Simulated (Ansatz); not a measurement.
**Sn wire along [100], 21 atoms a period, H-terminated: bands by functional**

What gap, if any, does the Sn wire along [100], 21 atoms a period, H-terminated have, and how does it change with the functional?

Main program and level: Ansatz 0.2.0; DFT PBE, plane waves, PAW; relaxation of a wire's period; PAW set soft_1, in the first sound run; inputs show where later runs differ.

**1. The structure**

The cell holds 41 atoms: 21 Sn and 20 H. Cell: a = 18.796 Å, b = 18.796 Å, c = 6.650 Å, α = 90.0°, β = 90.0°, γ = 90.0°. Vacuum lies along a and b. The structure's axis is c.

**2. Relaxation of atoms and period**

Band widths follow the bond lengths, so the wire is relaxed first. The atoms and the third cell vector are free; the box across stays fixed as vacuum. A Fermi-Dirac smearing is set since the result may be a metal. The pressure printed is a third of the stress's trace over the whole box, vacuum included; only the stress along the axis is relaxed.

input.yaml reads:

```yaml
crystal:
  lattice:
    - [18.796, 0.0, 0.0]
    - [0.0, 18.796, 0.0]
    - [0.0, 0.0, 6.65]
  atoms:
    - { symbol: Sn, position: [0.234643699, 0.58844238, 0.0] }
    - { symbol: Sn, position: [0.41154304, 0.41154304, 0.0] }
    - { symbol: Sn, position: [0.41154304, 0.76534172, 0.0] }
    - { symbol: Sn, position: [0.58844238, 0.234643699, 0.0] }
    - { symbol: Sn, position: [0.58844238, 0.58844238, 0.0] }
    - { symbol: Sn, position: [0.76534172, 0.41154304, 0.0] }
    - { symbol: H, position: [0.269339221, 0.269339221, 0.098065719] }
    - { symbol: H, position: [0.730646198, 0.730646198, 0.098065719] }
    - { symbol: H, position: [0.180889551, 0.534688232, 0.151934281] }
    - { symbol: H, position: [0.465297188, 0.819095868, 0.151934281] }
    - { symbol: H, position: [0.534688232, 0.180889551, 0.151934281] }
    - { symbol: H, position: [0.819095868, 0.465297188, 0.151934281] }
    - { symbol: Sn, position: [0.323093369, 0.323093369, 0.25] }
    - { symbol: Sn, position: [0.323093369, 0.67689205, 0.25] }
    - { symbol: Sn, position: [0.49999271, 0.49999271, 0.25] }
    - { symbol: Sn, position: [0.67689205, 0.323093369, 0.25] }
    - { symbol: Sn, position: [0.67689205, 0.67689205, 0.25] }
    - { symbol: H, position: [0.180889551, 0.465297188, 0.348065719] }
    - { symbol: H, position: [0.465297188, 0.180889551, 0.348065719] }
    - { symbol: H, position: [0.534688232, 0.819095868, 0.348065719] }
    - { symbol: H, position: [0.819095868, 0.534688232, 0.348065719] }
    - { symbol: H, position: [0.269339221, 0.730646198, 0.401934281] }
    - { symbol: H, position: [0.730646198, 0.269339221, 0.401934281] }
    - { symbol: Sn, position: [0.234643699, 0.41154304, 0.5] }
    - { symbol: Sn, position: [0.41154304, 0.234643699, 0.5] }
    - { symbol: Sn, position: [0.41154304, 0.58844238, 0.5] }
    - { symbol: Sn, position: [0.58844238, 0.41154304, 0.5] }
    - { symbol: Sn, position: [0.58844238, 0.76534172, 0.5] }
    - { symbol: Sn, position: [0.76534172, 0.58844238, 0.5] }
    - { symbol: H, position: [0.180889551, 0.357788891, 0.651934281] }
    - { symbol: H, position: [0.357788891, 0.180889551, 0.651934281] }
    - { symbol: H, position: [0.642196528, 0.819095868, 0.651934281] }
    - { symbol: H, position: [0.819095868, 0.642196528, 0.651934281] }
    - { symbol: Sn, position: [0.323093369, 0.49999271, 0.75] }
    - { symbol: Sn, position: [0.49999271, 0.323093369, 0.75] }
    - { symbol: Sn, position: [0.49999271, 0.67689205, 0.75] }
    - { symbol: Sn, position: [0.67689205, 0.49999271, 0.75] }
    - { symbol: H, position: [0.180889551, 0.642196528, 0.848065719] }
    - { symbol: H, position: [0.357788891, 0.819095868, 0.848065719] }
    - { symbol: H, position: [0.642196528, 0.180889551, 0.848065719] }
    - { symbol: H, position: [0.819095868, 0.357788891, 0.848065719] }
kpoints:
  mp_grid: { grid: [1, 1, 13] }
scf:
  occupations: { method: fermi_dirac, width: 0.05 }
hamiltonian:
  xc: pbe
  pseudopotentials: { kind: paw, azcp: { folder: soft_1 } }
relax:
  cell: { fix: [a, b, alpha, beta, gamma] }
  max_steps: 45
  f_tol: 0.03
```

The run is started by

```console
> ansatz run input.yaml --threads 4 --pin off --max-ram 16384MiB --backend cpu --events-out ev --progress --plain --runs-dir out
```

Numbers of over 12 decimals in the logs are rounded to 6 here.

Log:

```text
Engine: ansatz 0.2.0, aarch64-unknown-linux-gnu
Pseudopotentials: kind: paw
Pseudopotential: Sn, paw, valence charge 14, recommended cutoff 420 eV (normal), soft_1/Sn.paw.azcp
Pseudopotential: H, paw, valence charge 1, recommended cutoff 420 eV (normal), soft_1/H.paw.azcp
Functional definition: PBE
  parameter kappa = 0.804
  parameter beta = 0.066725
  exchange = pbe_x(kappa = kappa, mu = beta*pi^2/3)
  correlation = pbe_c(beta = beta)
Crystal: 41 atoms, lattice volume = 2349.376 Å³
Basis set: ecut = 420 eV, 45963 PW (Γ), exchange–correlation on 256×256×90 points (8 copies of the dense FFT grid, shifted against one another)
Bands: 198, of which v1, the nominal top of the filled ones, is band 157 counted from 1 (156 counted from 0)
Symmetry: 8 space group operations
Space group: P-42m (ITA 111), of the structure as read, at distance tolerance 1.3e-4 Å
k-points: 7 of 13
Non-local potential: Sn, projectors of the file, l = 0: 2, l = 1: 2, l = 2: 2, l = 3: 1
Non-local potential: H, projectors of the file, l = 0: 2, l = 1: 1
PAW form: soft (Blöchl's): semilocal exchange-correlation on the pseudo side does not see the compensation charge
PAW one-centre angular grid: Sn, 590 points (default); XC on 64 Gauss nodes
PAW one-centre angular grid: H, 110 points (default); XC on 64 Gauss nodes
Initial density: superposition of atomic densities (neutral atoms: chi_scale 0, normalization atom)
Initial wavefunctions: pseudopotential atomic-orbital guess
Functional: x = pbe(κ = 0.804, μ = 0.219515), c = pbe(β = 0.066725)
SCF iter   1: F=—  HF=-126824.270828 eV  |F-HF|=—  |Δ(HF+E_count)|=         —  Δρ=2.82e-2  dr2=1.98e1  ethr=3.10e-3  ⟨swp⟩=6.9  Hψ=6252  notcnv=0  defer=56
preconditioner: auto → Resta (q_TF=auto, 1.951 Å⁻¹)  ε∞=2.0  [insulator: Δε(μ)=1.230 eV  Ē_g=7.896 eV  σ=0.050 eV  W_gap=1.00  n_scr=304 (ndim 8)  ℏωp=7.8 eV  f_vac=0.532  D(μ)=0.00/eV (n_scr^D=0)  ε∞_Penn≈2.0  vacuum switching on, ρ_ref=4.5e-3 e/Å³]
SCF iter   2: F=—  HF=-126819.647903 eV  |F-HF|=—  |Δ(HF+E_count)|=    4.62e0  Δρ=1.07e-2  dr2=4.18e0  ethr=3.10e-3  ⟨swp⟩=3.1  Hψ=2011  notcnv=0  defer=217
SCF iter   3: F=—  HF=-126819.086289 eV  |F-HF|=—  |Δ(HF+E_count)|=   5.62e-1  Δρ=4.49e-3  dr2=2.39e0  ethr=1.33e-3  ⟨swp⟩=3.3  Hψ=1955  notcnv=0  defer=219
SCF iter   4: F=—  HF=-126818.737366 eV  |F-HF|=—  |Δ(HF+E_count)|=   3.49e-1  Δρ=1.40e-3  dr2=1.22e-1  ethr=7.62e-4  ⟨swp⟩=4.0  Hψ=1539  notcnv=0  defer=219
SCF iter   5: F=—  HF=-126818.738640 eV  |F-HF|=—  |Δ(HF+E_count)|=   1.27e-3  Δρ=5.11e-4  dr2=6.26e-3  ethr=3.90e-5  ⟨swp⟩=2.3  Hψ=2001  notcnv=0  defer=214
SCF iter   6: F=—  HF=-126818.743707 eV  |F-HF|=—  |Δ(HF+E_count)|=   5.07e-3  Δρ=1.29e-4  dr2=5.94e-4  ethr=1.99e-6  ⟨swp⟩=2.0  Hψ=1535  notcnv=0  defer=214
SCF iter   7: F=—  HF=-126818.744315 eV  |F-HF|=—  |Δ(HF+E_count)|=   6.08e-4  Δρ=3.55e-5  dr2=7.39e-5  ethr=1.89e-7  ⟨swp⟩=2.0  Hψ=2270  notcnv=0  defer=214
SCF iter   8: F=—  HF=-126818.743854 eV  |F-HF|=—  |Δ(HF+E_count)|=   4.61e-4  Δρ=1.25e-5  dr2=4.27e-6  ethr=2.35e-8  ⟨swp⟩=2.0  Hψ=2297  notcnv=0  defer=214
SCF iter   9: F=—  HF=-126818.743864 eV  |F-HF|=—  |Δ(HF+E_count)|=   1.03e-5  Δρ=3.70e-6  dr2=5.75e-7  ethr=1.36e-9  ⟨swp⟩=3.0  Hψ=2532  notcnv=0  defer=214
SCF iter  10: F=-126818.743865 eV  HF=-126818.743865 eV  |F-HF|=6.42e-9  |Δ(HF+E_count)|=   6.90e-7  Δρ=1.21e-6  dr2=7.52e-8  ethr=3.18e-11  ⟨swp⟩=5.4  Hψ=4991  notcnv=0
SCF 1 converged in 10 iterations: F = -126818.743865 eV  dr2 = 7.52e-8
  greatest PAW one-centre occupation: 0.991 electrons in one spin orbital (limit 2), on the Sn atom at site 28 (counted from 0), in its partial waves of l = 2
relax step   1: F+E_penalty+E_count = -126818.74386472 eV  Δ(F+E_penalty+E_count) = +0.000e0 eV  max|allowed force component| = 1.694e-1 eV/Å  Δτ_max = 0.0000 Å  P = -0.364 GPa  Ω = 2349.376 Å³  fix = [a, b, alpha, beta, gamma]  reactions: a -0.389, b -0.389 GPa  (10 SCF iters, dr2 threshold 1.00e-7 eV, accepted)
Crystal: 41 atoms, lattice volume = 2339.683 Å³
Basis set: ecut = 420 eV, 45747 PW (Γ), exchange–correlation on 256×256×90 points (8 copies of the dense FFT grid, shifted against one another)
Initial density: handed on by an earlier stage of this run
Initial wavefunctions: those handed on with the density
iter 1 solved again at ethr=2.28e-4 eV; its pass at ethr=3.10e-3 eV (dr2=7.16e-1 eV) is discarded
SCF iter   1: F=—  HF=-126818.735242 eV  |F-HF|=—  |Δ(HF+E_count)|=         —  Δρ=6.70e-3  dr2=7.25e-1  ethr=2.28e-4  ⟨swp⟩=5.6  Hψ=6269  notcnv=0  defer=3
preconditioner: auto → Resta (q_TF=auto, 1.952 Å⁻¹)  ε∞=1.5  [insulator: Δε(μ)=1.690 eV  Ē_g=19.003 eV  σ=0.050 eV  W_gap=1.00  n_scr=296 (ndim 8)  ℏωp=13.6 eV  f_vac=0.583  D(μ)=0.00/eV (n_scr^D=0)  ε∞_Penn≈1.5  vacuum switching on, ρ_ref=2.6e-2 e/Å³]
SCF iter   2: F=—  HF=-126818.633612 eV  |F-HF|=—  |Δ(HF+E_count)|=   1.02e-1  Δρ=3.30e-3  dr2=1.57e-1  ethr=2.28e-4  ⟨swp⟩=2.9  Hψ=1953  notcnv=0  defer=64
SCF iter   3: F=—  HF=-126818.627985 eV  |F-HF|=—  |Δ(HF+E_count)|=   5.63e-3  Δρ=4.86e-4  dr2=3.08e-2  ethr=5.00e-5  ⟨swp⟩=3.3  Hψ=1922  notcnv=0  defer=64
SCF iter   4: F=—  HF=-126818.623215 eV  |F-HF|=—  |Δ(HF+E_count)|=   4.77e-3  Δρ=2.37e-4  dr2=7.94e-3  ethr=9.80e-6  ⟨swp⟩=2.3  Hψ=1716  notcnv=0  defer=70
SCF iter   5: F=—  HF=-126818.622222 eV  |F-HF|=—  |Δ(HF+E_count)|=   9.94e-4  Δρ=1.05e-4  dr2=2.76e-4  ethr=2.53e-6  ⟨swp⟩=2.0  Hψ=1406  notcnv=0  defer=70
SCF iter   6: F=—  HF=-126818.621779 eV  |F-HF|=—  |Δ(HF+E_count)|=   4.43e-4  Δρ=3.39e-5  dr2=3.33e-5  ethr=8.79e-8  ⟨swp⟩=3.0  Hψ=2521  notcnv=0  defer=70
SCF iter   7: F=—  HF=-126818.621789 eV  |F-HF|=—  |Δ(HF+E_count)|=   1.07e-5  Δρ=1.14e-5  dr2=2.67e-6  ethr=1.06e-8  ⟨swp⟩=2.0  Hψ=1577  notcnv=0  defer=70
SCF iter   8: F=-126818.621791 eV  HF=-126818.621791 eV  |F-HF|=2.44e-8  |Δ(HF+E_count)|=   1.79e-6  Δρ=2.95e-6  dr2=2.56e-7  ethr=5.71e-10  ⟨swp⟩=5.0  Hψ=4214  notcnv=0
SCF 2 converged in 8 iterations: F = -126818.621791 eV  dr2 = 2.56e-7
  greatest PAW one-centre occupation: 0.990 electrons in one spin orbital (limit 2), on the Sn atom at site 14 (counted from 0), in its partial waves of l = 2
relax step   2: F+E_penalty+E_count = -126818.62179117 eV  Δ(F+E_penalty+E_count) = +1.221e-1 eV  max|allowed force component| = 7.398e-1 eV/Å  Δτ_max = 0.1914 Å  P = +0.301 GPa  Ω = 2339.683 Å³  energy of the carried Pulay correction = +9.009e-4 eV  fix = [a, b, alpha, beta, gamma]  (8 SCF iters, dr2 threshold 1.79e-6 eV, rejected (line search))
Crystal: 41 atoms, lattice volume = 2347.771 Å³
iter 1 solved again at ethr=9.10e-5 eV; its pass at ethr=3.10e-3 eV (dr2=2.86e-1 eV) is discarded
[...]
SCF iter   4: F=—  HF=-126819.018779 eV  |F-HF|=—  |Δ(HF+E_count)|=   1.06e-4  Δρ=7.64e-7  dr2=2.40e-8  ethr=1.06e-11  ⟨swp⟩=3.0  Hψ=1970  notcnv=0
SCF iter   5: F=—  HF=-126819.018786 eV  |F-HF|=—  |Δ(HF+E_count)|=   7.36e-6  Δρ=3.01e-7  dr2=6.27e-10  ethr=7.63e-12  ⟨swp⟩=3.0  Hψ=1759  notcnv=0
SCF iter   6: F=-126819.018789 eV  HF=-126819.018789 eV  |F-HF|=2.43e-7  |Δ(HF+E_count)|=   2.74e-6  Δρ=7.32e-8  dr2=9.48e-11  ethr=1.00e-12  ⟨swp⟩=6.0  Hψ=4290  notcnv=0
SCF 8 converged in 6 iterations: F = -126819.018789 eV  dr2 = 9.48e-11
relax step   8: F+E_penalty+E_count = -126819.01878936 eV  Δ(F+E_penalty+E_count) = -2.570e-4 eV  max|allowed force component| = 2.938e-2 eV/Å  Δτ_max = 0.0000 Å  P = -0.009 GPa  Ω = 2351.212 Å³  fix = [a, b, alpha, beta, gamma]  reactions: a -0.009, b -0.009 GPa  stress off target by 1.06e-2 GPa on what of the cell is left free  SCF on the basis re-selected at this cell (its energy is not comparable with the rows above)  (6 SCF iters)
basis re-selected at this cell: Δ(F+E_penalty+E_count) = -2.570e-4 eV, ΔP = +0.000 GPa vs the last step (what re-selecting the basis moved, of the pressure what is left beyond the Pulay correction that the steps carried, after the strain that the cell walked since its last selection, with what the two solves' SCF thresholds leave and, on support functions, any second-order correction that the steps lacked; it is no m [...]
SCF converged after 6 iterations
Free energy (F): -126819.018789 eV
Harris-Foulkes:  -126819.018789 eV  (|F-HF|=2.43e-7)
Internal energy: -126819.018789 eV  (E = F + TS)
E sigma→0 (E₀):  -126819.018789 eV
Entropy (-TS):   -0.000000 eV (-0.000 meV/atom)
Fermi energy:    -0.580221 eV
--- Per-component energies (eV) ---
  E_band       = -5134.780916
  E_kinetic    = 3774.830740
  E_local      = -124417.517795  (includes V_loc(G=0)·N_el)
  E_nonlocal   = 3053.971520
  E_hartree    = 60588.932584
  E_xc         = -2795.605804
  E_vxc        = -1882.030799  (∫ρ·V_xc dr)
  E_paw        = -91789.238182  (= ΣΔE_a)
  E_vpaw       = -6841.888820  (= ΣTr[D̂ρ^β])
  E_aug_tail   = -0.011539  (compensation charges beyond the density's cutoff)
  E_ewald      = 24765.619686
  E_smearing   = -0.000000  (= −TS)
  E_closure    = -0.000000  (closes the sum)
  Σ components = -126819.018789   (vs F -126819.018789, Δ=0.00e0)
--- Forces (eV/Å), atoms counted from 1 ---
  atom   1  Sn    -0.02938402     0.00085322    -0.01207680
  atom   2  Sn    -0.00384141    -0.00384141    -0.01635459
  atom   3  Sn    -0.00085322     0.02938402    -0.01207680
  atom   4  Sn     0.00085322    -0.02938402    -0.01207680
  atom   5  Sn     0.00384141     0.00384141    -0.01635459
  atom   6  Sn     0.02938402    -0.00085322    -0.01207680
  atom   7  H      0.00081289     0.00081289    -0.00368659
  atom   8  H     -0.00081289    -0.00081289    -0.00368659
  atom   9  H      0.02136486     0.01974855    -0.01722212
  atom  10  H     -0.01974855    -0.02136486    -0.01722212
  atom  11  H      0.01974855     0.02136486    -0.01722212
  atom  12  H     -0.02136486    -0.01974855    -0.01722212
  atom  13  Sn    -0.01213774    -0.01213774     0.01217268
  atom  14  Sn    -0.01213774     0.01213774    -0.01217268
  atom  15  Sn     0.00000000     0.00000000     0.00000000
  atom  16  Sn     0.01213774    -0.01213774    -0.01217268
  atom  17  Sn     0.01213774     0.01213774     0.01217268
  atom  18  H      0.02136486    -0.01974855     0.01722212
  atom  19  H     -0.01974855     0.02136486     0.01722212
  atom  20  H      0.01974855    -0.02136486     0.01722212
  atom  21  H     -0.02136486     0.01974855     0.01722212
  atom  22  H      0.00081289    -0.00081289     0.00368659
  atom  23  H     -0.00081289     0.00081289     0.00368659
  atom  24  Sn    -0.02938402    -0.00085322     0.01207680
  atom  25  Sn    -0.00085322    -0.02938402     0.01207680
  atom  26  Sn    -0.00384141     0.00384141     0.01635459
  atom  27  Sn     0.00384141    -0.00384141     0.01635459
  atom  28  Sn     0.00085322     0.02938402     0.01207680
  atom  29  Sn     0.02938402     0.00085322     0.01207680
  atom  30  H      0.01325207     0.01861778    -0.02145680
  atom  31  H      0.01861778     0.01325207    -0.02145680
  atom  32  H     -0.01861778    -0.01325207    -0.02145680
  atom  33  H     -0.01325207    -0.01861778    -0.02145680
  atom  34  Sn    -0.01407729     0.00000000     0.00000000
  atom  35  Sn    -0.00000000    -0.01407729     0.00000000
  atom  36  Sn     0.00000000     0.01407729    -0.00000000
  atom  37  Sn     0.01407729     0.00000000     0.00000000
  atom  38  H      0.01325207    -0.01861778     0.02145680
  atom  39  H      0.01861778    -0.01325207     0.02145680
  atom  40  H     -0.01861778     0.01325207     0.02145680
  atom  41  H     -0.01325207     0.01861778     0.02145680
  max |Σ_I F_I| component: 1.73e-17 eV/Å
--- Stress (GPa, compression-positive) ---
       -0.008686       0.000000       0.000000
        0.000000      -0.008686       0.000000
        0.000000       0.000000      -0.010627
  P = ⅓ Tr σ = -0.0093 GPa (-0.093 kbar)
--- Relaxed structure (7 steps of the walk, 6 accepted, 1 SCFs on fresh bases) ---
  F+E_penalty+E_count = -126819.01878936 eV   max|allowed force component| = 2.938e-2 eV/Å   (the final SCF, on the basis selected at the relaxed cell)
  cell:  # Å, volume = 2351.2118 Å³
    - [18.796, 0.0, 0.0]
    - [0.0, 18.796, 0]
    - [0.0, 0, 6.655196]
  atoms:
    - { symbol: Sn, position: [0.239064, 0.592379, -0.012481] }
    - { symbol: Sn, position: [0.412704, 0.412704, -0.000161935] }
    - { symbol: Sn, position: [0.407607, 0.760921, -0.012481] }
    - { symbol: Sn, position: [0.592379, 0.239064, -0.012481] }
    - { symbol: Sn, position: [0.587281, 0.587281, -0.000161935] }
    - { symbol: Sn, position: [0.760921, 0.407607, -0.012481] }
    - { symbol: H, position: [0.272028, 0.272028, 0.102752] }
    - { symbol: H, position: [0.727957, 0.727957, 0.102752] }
    - { symbol: H, position: [0.175288, 0.544172, 0.117601] }
    - { symbol: H, position: [0.455813, 0.824698, 0.117601] }
    - { symbol: H, position: [0.544172, 0.175288, 0.117601] }
    - { symbol: H, position: [0.824698, 0.455813, 0.117601] }
    - { symbol: Sn, position: [0.325859, 0.325859, 0.251736] }
    - { symbol: Sn, position: [0.325859, 0.674127, 0.248264] }
    - { symbol: Sn, position: [0.499993, 0.499993, 0.250000] }
    - { symbol: Sn, position: [0.674127, 0.325859, 0.248264] }
    - { symbol: Sn, position: [0.674127, 0.674127, 0.251736] }
    - { symbol: H, position: [0.175288, 0.455813, 0.382399] }
    - { symbol: H, position: [0.455813, 0.175288, 0.382399] }
    - { symbol: H, position: [0.544172, 0.824698, 0.382399] }
    - { symbol: H, position: [0.824698, 0.544172, 0.382399] }
    - { symbol: H, position: [0.272028, 0.727957, 0.397248] }
    - { symbol: H, position: [0.727957, 0.272028, 0.397248] }
    - { symbol: Sn, position: [0.239064, 0.407607, 0.512481] }
    - { symbol: Sn, position: [0.407607, 0.239064, 0.512481] }
    - { symbol: Sn, position: [0.412704, 0.587281, 0.500162] }
    - { symbol: Sn, position: [0.587281, 0.412704, 0.500162] }
    - { symbol: Sn, position: [0.592379, 0.760921, 0.512481] }
    - { symbol: Sn, position: [0.760921, 0.592379, 0.512481] }
    - { symbol: H, position: [0.193753, 0.350544, 0.673096] }
    - { symbol: H, position: [0.350544, 0.193753, 0.673096] }
    - { symbol: H, position: [0.649442, 0.806233, 0.673096] }
    - { symbol: H, position: [0.806233, 0.649442, 0.673096] }
    - { symbol: Sn, position: [0.324532, 0.499993, 0.75] }
    - { symbol: Sn, position: [0.499993, 0.324532, 0.75] }
    - { symbol: Sn, position: [0.499993, 0.675453, 0.75] }
    - { symbol: Sn, position: [0.675453, 0.499993, 0.75] }
    - { symbol: H, position: [0.193753, 0.649442, 0.826904] }
    - { symbol: H, position: [0.350544, 0.806233, 0.826904] }
    - { symbol: H, position: [0.649442, 0.193753, 0.826904] }
    - { symbol: H, position: [0.806233, 0.350544, 0.826904] }
```

Elapsed: 15 min, on 4 threads of Arm Neoverse V1, shared host; peak memory 7.9 GiB.

Relaxation path:

```csv
step,energy less that of the first step (eV),largest force component (eV/Å),pressure (GPa),volume (Å³)
1,0.0000,0.1694,-0.36,2349.38
2,0.1221,0.7398,0.30,2339.68
3,-0.1825,0.0525,-0.11,2347.77
4,-0.2176,0.0450,-0.01,2350.67
5,-0.2487,0.0652,0.00,2355.60
6,-0.2643,0.0248,0.00,2353.72
7,-0.2747,0.0294,-0.01,2351.21
8*,-0.2749,0.0294,-0.01,2351.21
```

Relaxation steps marked * repeat the geometry before them on a plane-wave basis chosen anew for their cell, so energy and pressure can jump there. Relaxation step 2 was tried and not accepted.

The run keeps the 8 symmetry operations that it works with, so distortions that break them were not tested.

```csv
cell as run,before,after,change
c (Å),6.650,6.655,+0.1 %
```

The atoms that moved most (Å, along periodic axes as changes of fractional coordinates times the final cell, across vacuum about the mean position):

```csv
atom,dx,dy,dz,length
H38,0.242,0.136,-0.141,0.311
H40,0.136,0.242,-0.141,0.311
H31,-0.136,0.242,0.141,0.311
H30,0.242,-0.136,0.141,0.311
H32,0.136,-0.242,0.141,0.311
H33,-0.242,0.136,0.141,0.311
H39,-0.136,-0.242,-0.141,0.311
H41,-0.242,-0.136,-0.141,0.311
```

This step gave:

```yaml
cell_length_along_the_wire: 6.655 Å
```

The cell's length comes to 6.655 Å with spin left out.

(Part 1 of 2 ends here.)

[Logs are printed without paths, hosts, clocks, repeated set-up lines and the standing remarks that a program may print on its own settings, such as how far it seeks lower states.]

[Hosts, paths, dates, database ids (printed as entryN), source tags and the programs' standing remarks are cut or masked in the printed files.]
